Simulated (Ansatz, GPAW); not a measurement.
# Polarising TiGe2N4 monolayer with a field along the normal

The dipole of the cell at several fields, atoms fixed. What does the strongest field give, and what length does the slope stand for?

How it was computed: GPAW 26.7.0, plane waves (500 eV), PAW setups, PBE, 12×12 mesh, a dipole layer in the vacuum; geometry relaxed without an applied field with Ansatz 0.2.0. The cell's area is 8.08 Å², and e/ε0 = 180.95 V Å.

The runs, one held back:

| field (V/Å) | dipole (e Å) |
| --- | --- |
| −0.2 | −0.0746 |
| −0.1 | −0.0373 |
| −0.05 | −0.0187 |
| 0.05 | 0.0187 |
| 0.1 | 0.0373 |
| 0.2 | 0.0746 |
| 0.3 | ? |

Q: What is the dipole at 0.3 V/Å?

Worked answer. A line through the 6 points has the slope α = 0.373 e Å per V/Å and the intercept p₀ = 0.0000 e Å (r.m.s. residual 2.8e−05). At 0.3 V/Å it gives p = 0.0000 + 0.373 × 0.3 = 0.1119 e Å; the run gives 0.1120 e Å, so the response stays linear to 0.0 % of the induced part. Dividing by ε0 and the area: α/(ε0 A) = 0.373 × 180.95 / 8.08 = 8.35 Å, against 7.31 Å between the outer nuclei. For a gapped layer this length is t(1 − 1/ε), so it fixes ε only once a thickness t is chosen.

Caveats: This is the electronic response alone; ions that move would add to it in polar layers. No run was spin-polarised, so magnetic states weren't tested.
